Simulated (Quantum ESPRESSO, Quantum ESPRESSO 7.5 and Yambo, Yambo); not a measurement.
## SnO2 (Cassiterite): G0W0 with and without spin-orbit coupling

Wanted: the effect of spin-orbit coupling on the quasiparticle gap of SnO2 (Cassiterite).

Program: Quantum ESPRESSO 7.5 and Yambo 5.3.0. Level of theory: PBE and many-body steps on it, plane waves. Results are calculated unless marked as measured.

**The experiments to reproduce.**

- Gap 3.6 eV: experimental gap quoted from earlier work; bulk crystal (quoted in “Study on the Photocatalytic Properties of Flower-Shaped SnO2”, 2022, pmc:9565917).

## (1) The starting structure

It takes space group P4_2/mnm (No. 136, tetragonal). Conventional cell: a = 4.738 Å, b = 4.738 Å, c = 3.187 Å, α = 90.00°, β = 90.00°, γ = 90.00°. Nearest to Sn lie 6 O at 2.05 to 2.06 Å. Nearest to O lie 3 Sn at 2.05 to 2.06 Å. Farther neighbours and most contacts between anions are not listed.

Structure file:

```cif
data_structure
_symmetry_space_group_name_H-M 'P 1'
_symmetry_Int_Tables_number 1
_cell_length_a 4.7380
_cell_length_b 4.7380
_cell_length_c 3.1865
_cell_angle_alpha 90.000
_cell_angle_beta 90.000
_cell_angle_gamma 90.000
_cell_volume 71.53
loop_
_atom_site_label
_atom_site_type_symbol
_atom_site_fract_x
_atom_site_fract_y
_atom_site_fract_z
_atom_site_occupancy
Sn1 Sn 0.00000 0.00000 0.00000 1
Sn2 Sn 0.50000 0.50000 0.50000 1
O3 O 0.30710 0.30710 0.00000 1
O4 O 0.19290 0.80710 0.50000 1
O5 O 0.69290 0.69290 0.00000 1
O6 O 0.80710 0.19290 0.50000 1
```

The cell and positions come from the Crystallography Open Database and are kept as given unless a step says otherwise.

## (2) Empty states on the mesh, 4×4×4 mesh, 90 bands

This step: Quantum ESPRESSO 7.5; DFT, PBE, plane waves, norm-conserving pseudopotentials.

The sums over transitions need many empty states on a uniform mesh; this step solves for them.

Contents of pw.in:

```
&control
  calculation = 'nscf'
  prefix = 'x'
  outdir = 'o'
  pseudo_dir = 'pseudo'
/
&system
  ibrav = 0
  nat = 6
  ntyp = 2
  ecutwfc = 84.0
  nbnd = 90
  force_symmorphic = .true.
/
&electrons
  conv_thr = 1e-9
  electron_maxstep = 80
  diago_full_acc = .true.
  diago_thr_init = 5e-6
/
ATOMIC_SPECIES
  Sn 118.71 Sn.upf
  O 15.999 O.upf
CELL_PARAMETERS angstrom
  4.7380000000 0.0000000000 0.0000000000
  0.0000000000 4.7380000000 0.0000000000
  0.0000000000 0.0000000000 3.1865000000
ATOMIC_POSITIONS crystal
  Sn 0.0000000000 0.0000000000 0.0000000000
  Sn 0.5000000000 0.5000000000 0.5000000000
  O 0.3071000000 0.3071000000 0.0000000000
  O 0.1929000000 0.8071000000 0.5000000000
  O 0.6929000000 0.6929000000 0.0000000000
  O 0.8071000000 0.1929000000 0.5000000000
K_POINTS automatic
  4 4 4 0 0 0
```

On the command line:

```console
OMP_NUM_THREADS=1 mpirun -n 8 pw.x -nk 4 -in pw.in > pw.out
```

The log of the run:

```text
Program PWSCF v.7.5 starts

     This program is part of the open-source Quantum ESPRESSO suite
     for quantum simulation of materials; please cite
         "P. Giannozzi et al., J. Phys.:Condens. Matter 21 395502 (2009);
         "P. Giannozzi et al., J. Phys.:Condens. Matter 29 465901 (2017);
         "P. Giannozzi et al., J. Chem. Phys. 152 154105 (2020);
     in publications or presentations arising from this work. More details at

     Atomic positions and unit cell read from directory:
     o/x.save/

     Message from routine setup:
[...]
-116.6528-116.6528 -72.4818 -72.4817 -72.4386 -72.4386 -72.4384 -72.4384
[...]
45.2284  45.2284  46.1404  46.1404  46.5071  46.5071  48.8842  48.8842
    49.6189  49.6189  50.9144  50.9144  51.4739  51.4739  51.9518  51.9518
    53.6942  53.6943

          k = 0.0000 0.2500 0.0000 (  6268 PWs)   bands (ev):

     [... further k-points ...]

     highest occupied, lowest unoccupied level (ev):    11.2481   12.5370

     XML data file, pseudopotentials, collected wavefunctions

=------------------------------------------------------------------------------=
   JOB DONE.
=------------------------------------------------------------------------------=
```

It took 12 s on 8 MPI ranks of Arm Neoverse V2, shared host; peak memory 0.58 GiB; 96 s of CPU time.

This step gave:

```yaml
gap: 1.289 eV
k_of_the_valence_top: 0, 0, 0
k_of_the_conduction_bottom: 0, 0, 0
least_direct_gap: 1.289 eV
k_points_computed: 21
lowest_point_of_the_top_converged_band_above_the_valence_top: 42.04 eV
```

On this mesh the gap is 1.289 eV.

The density comes from a self-consistent run that is not shown.

## (3) Conversion and set-up

This step: Yambo 5.3.0; conversion and set-up on PBE, plane waves, norm-conserving pseudopotentials.

The states are converted to the many-body program's format and the q mesh is built.

On the command line:

```console
(cd o/x.save; p2y > p2y.log; mv SAVE ../..); yambo > setup.log
```

The log of the run:

```text
 Yambo, version 5.3.0

 [02] CORE Variables Setup
 =========================

  [02.01] Unit cells
  ==================

  Cell kind             :  Unknown
  Atoms in the cell     :  Sn  O
  number of Sn atoms    :  2
  number of O  atoms    :   4

  List of atomic masses
  Mass of Sn    :  118.7100
  Mass of O     :  15.99900

  List of atomic coordinates    : [cc]
  Sn1       :  0.000000  0.000000  0.000000  order 1
  Sn2       :  4.476761  4.476761  3.010806  order 2
  O1       :  2.749627  2.749627  0.000000  order 3
  O2       :  1.727134  7.226388  3.010806  order 4
[...]
K/Q-points units:
 rlu = crystal or reduced units; cc = cartesian coordinates; iku = interal k-units

 Q [ 1]         [rlu]:  0.000000  0.000000  0.000000
 Q [ 2]         [rlu]:  0.000000  0.000000  0.250000
 Q [ 3]         [rlu]:  0.000000  0.000000 -0.500000
[...]
Q [ 8]         [rlu]:  0.000000 -0.500000  0.250000
 Q [ 9]         [rlu]:  0.000000 -0.500000 -0.500000
 Q [10]         [rlu]:  0.250000  0.250000  0.000000
     [... 9 further rows ...]
 Q [20]         [rlu]: -0.250000  0.250000 -0.250000
 Q [21]         [rlu]: -0.250000  0.250000  0.500000

  [03.01] X indexes
  =================

   [03.01.01] Sigma indexes
   ========================

 [06] Game Over & Game summary
```

Elapsed: 2.5 s, on 1 MPI rank; peak memory 0.25 GiB.

## (4) Scalar-relativistic

Now the one-shot GW correction: screening in the RPA, then the self-energy of the levels asked for.

This step: G0W0 on PBE, plane waves, norm-conserving pseudopotentials.

Contents of gw1.in:

```
HF_and_locXC
gw0
dyson
ppa
em1d
rim_cut
RandQpts= 1000000
RandGvec= 1 RL
EXXRLvcs= 84 Ry
VXCRLvcs= 336 Ry
Chimod= "HARTREE"
% BndsRnXp
 1 | 90 |
%
NGsBlkXp= 7 Ry
% LongDrXp
 1 | 1 | 1 |
%
% GbndRnge
 1 | 90 |
%
DysSolver= "n"
ExtendOut
PPAPntXp= 27.21138 eV
% QPkrange
 1 | 1 | 33 | 36 |
%
```

On the command line:

```console
OMP_NUM_THREADS=2 mpirun -n 4 yambo -F gw1.in -J gw1 -C gw1 > gw1.log
```

The log of the run:

```text
 Yambo, version 5.3.0

 [02] CORE Variables Setup
 =========================

  [... cell, symmetries and grids as in the set-up ...]

  [02.05] Energies & Occupations
  ==============================

  [X] === General ===
  [X] Electronic Temperature                        :  0.000000  0.000000 [eV K]
  [X] Bosonic    Temperature                        :  0.000000  0.000000 [eV K]
  [X] Finite Temperature mode                       : no
  [X] El. density                                   :  0.95062E+24 [cm-3]
  [X] Fermi Level                                   :  11.24814 [eV]

  [X] === Gaps and Widths ===
  [X] Conduction Band Min                           :  1.288899 [eV]
  [X] Valence Band Max                              :  0.000000 [eV]
  [X] Filled Bands                                  :   34
  [X] Empty Bands                                   :   35   90
  [X] Direct Gap                                    :  1.288899 [eV]
  [X] Direct Gap localized at k                     :  1
  [X] Indirect Gap                                  :  1.288899 [eV]
  [X] Indirect Gap between kpts                     :  1  1
  [X] Last valence band width                       :  1.252534 [eV]
  [X] 1st conduction band width                     :  5.193994 [eV]

 [03] Transferred momenta grid and indexing
 ==========================================

 IBZ Q-points                                      :  21
 BZ  Q-points                                      :   64

 K/Q-points units:
 rlu = crystal or reduced units; cc = cartesian coordinates; iku = interal k-units

 Q [ 1]         [rlu]:  0.000000  0.000000  0.000000
 Q [ 2]         [rlu]:  0.000000  0.000000  0.250000
 Q [ 3]         [rlu]:  0.000000  0.000000 -0.500000
 Q [ 4]         [rlu]:  0.000000  0.250000  0.000000
 Q [ 5]         [rlu]:  0.000000  0.250000  0.250000
 Q [ 6]         [rlu]:  0.000000  0.250000 -0.500000
 Q [ 7]         [rlu]:  0.000000 -0.500000  0.000000
 Q [ 8]         [rlu]:  0.000000 -0.500000  0.250000
 Q [ 9]         [rlu]:  0.000000 -0.500000 -0.500000
 Q [10]         [rlu]:  0.250000  0.250000  0.000000
     [... 9 further rows ...]
 Q [20]         [rlu]: -0.250000  0.250000 -0.250000
 Q [21]         [rlu]: -0.250000  0.250000  0.500000

 [04] Coloumb potential Random Integration (RIM)
 ===============================================

  [04.01] RIM initialization
  ==========================

  * Diagonal components only detected *

  8 x (sBL volume)        :  0.064232 [a.u.]
  sBZ random points       :  1000000
  Points outside the sBZ  :   7992674
  RL volume               :  0.513853 [a.u.]
  Integrated volume       :  0.514324 [a.u.]

  [04.02] RIM integrals
  =====================

  Gamma point sphere radius             :  0.072644 [a.u.]
  Points outside the sphere             :   799713
  [Int_sBZ(q=0) 1/q^2]*(Vol_sBZ)^(-1/3) =:  7.541870
                                 should be <:  7.795600

  Summary of Coulomb integrals for non-metallic bands |Q|[au] RIM/Bare

  Q [1] 0.100000E-4 0.967452 * Q [4] 0.175439 0.953374
  Q [19] 0.248108 0.995592 * Q [10] 0.248108 0.994735
  Q [2] 0.260860 1.178302 * Q [5] 0.314367 1.089818
  Q [7] 0.350878 0.993213 * Q [11] 0.360008 1.051976
  Q [20] 0.360008 1.053430 * Q [13] 0.392293 0.996431
  Q [8] 0.437222 1.022065 * Q [14] 0.471107 1.016278
  Q [16] 0.496216 0.999063 * Q [3] 0.521720 1.045184
  Q [6] 0.550427 1.036830 * Q [17] 0.560605 1.008497
  Q [12] 0.577710 1.030447 * Q [21] 0.577710 1.030360
  Q [9] 0.628734 1.021636 * Q [15] 0.652752 1.018623
  Q [18] 0.720015 1.012895

 [05] Dipoles
 ============

  [05.01] Setup: observables and procedures
  =========================================

  [WARNING] [x,Vnl] slows the Dipoles computation. To neglect it rename the ns.kb_pp file

 [06] Dynamic Dielectric Matrix (PPA)
 ====================================

 [WR./gw1//ndb.pp]---------------------------------------------------------------
  Brillouin Zone Q/K grids (IBZ/BZ)                :   21   64   21   64
  RL vectors                                       :   7807 [WF]
  Coulomb cutoff potential                         : none
  Electronic Temperature                           :  0.000000 [K]
  Bosonic    Temperature                           :  0.000000 [K]
  PPA    diel. fun.  energies                      : Perdew, Burke & Ernzerhof(X)+Perdew, Burke & Ernzerhof(C)
  wavefunctions                                    : Perdew, Burke & Ernzerhof(X)+Perdew, Burke & Ernzerhof(C)
  Global Gauge                                     : length
  X matrix size                                    :  177
  X band range                                     :    1   90
  X e/h energy range                               : -1.000000 -1.000000 [eV]
  X Time ordering                                  : R
  X Hxc Kernel                                     : HARTREE
  X Drude frequency                                :  0.000000  0.000000
  X poles                                          :  100.0000 [o/o]
  RL vectors in the sum                            :   7807
  [r,Vnl] included                                 : yes
  Field direction                                  :  0.577350E-5  0.577350E-5  0.577350E-5
  BZ energy Double Grid                            : no
  BZ energy DbGd points                            : 0
  BZ Q point size factor                           : -1.000000
  X Optical Averaged directions                    : none

 [07] Local Exchange-Correlation + Non-Local Fock
 ================================================

 [VXC] Plane waves :   50163
 [EXS] Plane waves :   6281

 QP @ state[ 1 ] K range:  1  1
 QP @ state[ 1 ] b range:   33   36

 [xc] Functional : Perdew, Burke & Ernzerhof(X)+Perdew, Burke & Ernzerhof(C)
 [xc] LIBXC used to calculate xc functional
  PP Number of Atomic Species                      :  2
  NLCC RL compoments                               :   50163
  PP Number of Atomic Species                      :  2
  NLCC RL compoments                               :   50163

 [xc] E_xc :  -50.05432 [Ha]
      E_xc :  -100.1086 [Ry]

  Local XC kind (lXC) : Perdew, Burke & Ernzerhof(X)+Perdew, Burke & Ernzerhof(C)
  Non-Local XC kind (nlXC) : Hartree-Fock

  Corrections @ K [1] :  [eV]
 <33|nlXC|33> = -25.49676  0.28144E-17 <33|lXC|33> = -19.98046 -0.37763E-15
 <34|nlXC|34> = -26.18299  0.46543E-18 <34|lXC|34> = -20.31384 -0.37763E-15
 <35|nlXC|35> = -12.63273  0.10719E-17 <35|lXC|35> = -16.49765 -0.37758E-15
 <36|nlXC|36> = -10.66757  0.86092E-18 <36|lXC|36> = -16.29483 -0.41043E-20

 [08] Dyson equation: Newton solver
 ==================================

  [08.01] G0W0 (W PPA)
  ====================

  [  GW  ] Bands range     :    1   90
  [GW/PPA] G damping       :  0.100000 [eV]

  QP @ state[ 1 ] K range:  1  1
  QP @ state[ 1 ] b range:   33   36

   Sc/G bands                                       :    1   90
   Sc/G damping                                     :  0.100000 ev
   Sc bands terminator                              : no
   Sx RL components                                 :   6281

   QP @ state[ 1 ] K range                          :  1  1
   QP @ state[ 1 ] b range                          :   33   36
   GF energies kind                                 : Perdew, Burke & Ernzerhof(X)+Perdew, Burke & Ernzerhof(C)
   GF WF`s kind                                     : Perdew, Burke & Ernzerhof(X)+Perdew, Burke & Ernzerhof(C)
   Xs energies kind                                 : Perdew, Burke & Ernzerhof(X)+Perdew, Burke & Ernzerhof(C)
   Xs WF`s kind                                     : Perdew, Burke & Ernzerhof(X)+Perdew, Burke & Ernzerhof(C)

 [11] Game Over & Game summary
```

Wall time 99 s (4 MPI ranks); peak memory 4 GiB.

Numbers from this step:

| Property | Result |
| --- | --- |
| G0W0 gap on the points computed | 2.770 eV |
| starting gap on the mesh | 1.289 eV |
| k of the valence top | 0, 0, 0 |
| k of the conduction bottom | 0, 0, 0 |
| least direct G0W0 gap on the computed points | 2.770 eV |
| Z at the valence top | 0.7872 |
| Z at the conduction bottom | 0.8423 |

The gap on the mesh goes from 1.29 eV to 2.77 eV, a correction of +1.48 eV.

## (5) Empty states on the mesh, 4×4×4 mesh, 180 bands

This step: Quantum ESPRESSO 7.5; DFT, PBE with spin-orbit coupling, plane waves, norm-conserving pseudopotentials.

Changes to pw.in since step 2:

```diff
@@ -11,4 +11,6 @@
   ecutwfc = 84.0
-  nbnd = 90
+  nbnd = 180
   force_symmorphic = .true.
+  noncolin = .true.
+  lspinorb = .true.
 /
```

On the command line:

```console
OMP_NUM_THREADS=1 mpirun -n 8 pw.x -nk 4 -in pw.in > pw.out
```

The log of the run:

```text
[banner, memory and clock lines left out]
Program PWSCF v.7.5 starts

     Atomic positions and unit cell read from directory:
     o/x.save/

     Message from routine setup:
     using ibrav=0 with symmetry is DISCOURAGED, use correct ibrav instead

     bravais-lattice index     =            0
     lattice parameter (alat)  =       8.9535  a.u.
     unit-cell volume          =     482.7259 (a.u.)^3
     number of atoms/cell      =            6
     number of atomic types    =            2
     number of electrons       =        68.00
[...]
54.4569  54.4569  55.6062  55.6062

          k = 0.0000 0.0000-0.7434 (  6274 PWs)   bands (ev):

  -116.5385-116.5385-116.5385-116.5385 -77.6090 -77.6090 -77.6090 -77.6090
[...]
21.0305  21.0305  21.0305  21.0305  21.9046  21.9046  21.9047  21.9047
     [... 11 further rows ...]
    51.4788  51.4788  51.4788  51.4788  51.9560  51.9560  51.9560  51.9560
    53.6942  53.6942  53.6942  53.6942

          k = 0.0000 0.2500 0.0000 (  6268 PWs)   bands (ev):

     [... further k-points ...]

     highest occupied, lowest unoccupied level (ev):    11.2514   12.5501

     XML data file, pseudopotentials, collected wavefunctions
```

Elapsed: 66 s, on 8 MPI ranks; peak memory 1.2 GiB.

Numbers from this step:

```yaml
gap: 1.299 eV
k_of_the_valence_top: 0, 0, 0
k_of_the_conduction_bottom: 0, 0, 0
least_direct_gap: 1.299 eV
k_points_computed: 21
lowest_point_of_the_top_converged_band_above_the_valence_top: 42.04 eV
```

On this mesh the gap is 1.299 eV.

The density comes from a self-consistent run that is not shown, made with spin-orbit coupling and fully relativistic files.

## (6) Conversion and set-up

This step: Yambo 5.3.0; conversion and set-up on PBE with spin-orbit coupling, plane waves, norm-conserving pseudopotentials.

On the command line:

```console
(cd o/x.save; p2y > p2y.log; mv SAVE ../..); yambo > setup.log
```

The log of the run:

```text
 Yambo, version 5.3.0

 [02] CORE Variables Setup
 =========================

  [02.01] Unit cells
  ==================

  Cell kind             :  Unknown
  Atoms in the cell     :  Sn  O
  number of Sn atoms    :  2
  number of O  atoms    :   4

  List of atomic masses
  Mass of Sn    :  118.7100
  Mass of O     :  15.99900

  List of atomic coordinates    : [cc]
  Sn1       :  0.000000  0.000000  0.000000  order 1
  Sn2       :  4.476761  4.476761  3.010806  order 2
  O1       :  2.749627  2.749627  0.000000  order 3
  O2       :  1.727134  7.226388  3.010806  order 4
[...]
K/Q-points units:
 rlu = crystal or reduced units; cc = cartesian coordinates; iku = interal k-units

 Q [ 1]         [rlu]:  0.000000  0.000000  0.000000
 Q [ 2]         [rlu]:  0.000000  0.000000  0.250000
 Q [ 3]         [rlu]:  0.000000  0.000000 -0.500000
[...]
Q [ 8]         [rlu]:  0.000000 -0.500000  0.250000
 Q [ 9]         [rlu]:  0.000000 -0.500000 -0.500000
 Q [10]         [rlu]:  0.250000  0.250000  0.000000
     [... 9 further rows ...]
 Q [20]         [rlu]: -0.250000  0.250000 -0.250000
 Q [21]         [rlu]: -0.250000  0.250000  0.500000

  [03.01] X indexes
  =================

   [03.01.01] Sigma indexes
   ========================

 [06] Game Over & Game summary
```

Wall time 3.5 s (1 MPI rank); peak memory 0.25 GiB.

[end of part 1 of 2]

[Paths, hosts, dates, memory and timing lines, banners, echoed tables and standing remarks are left out of the program output.]

[Logs are printed without paths, hosts, clocks, repeated set-up lines and the standing remarks that a program may print on its own settings, such as how far it seeks lower states.]

[Runs of the session that timed out or met a known fault of the program may be left out.]

[Hosts, paths, dates, database ids (printed as entryN), source tags and the programs' standing remarks are cut or masked in the printed files.]
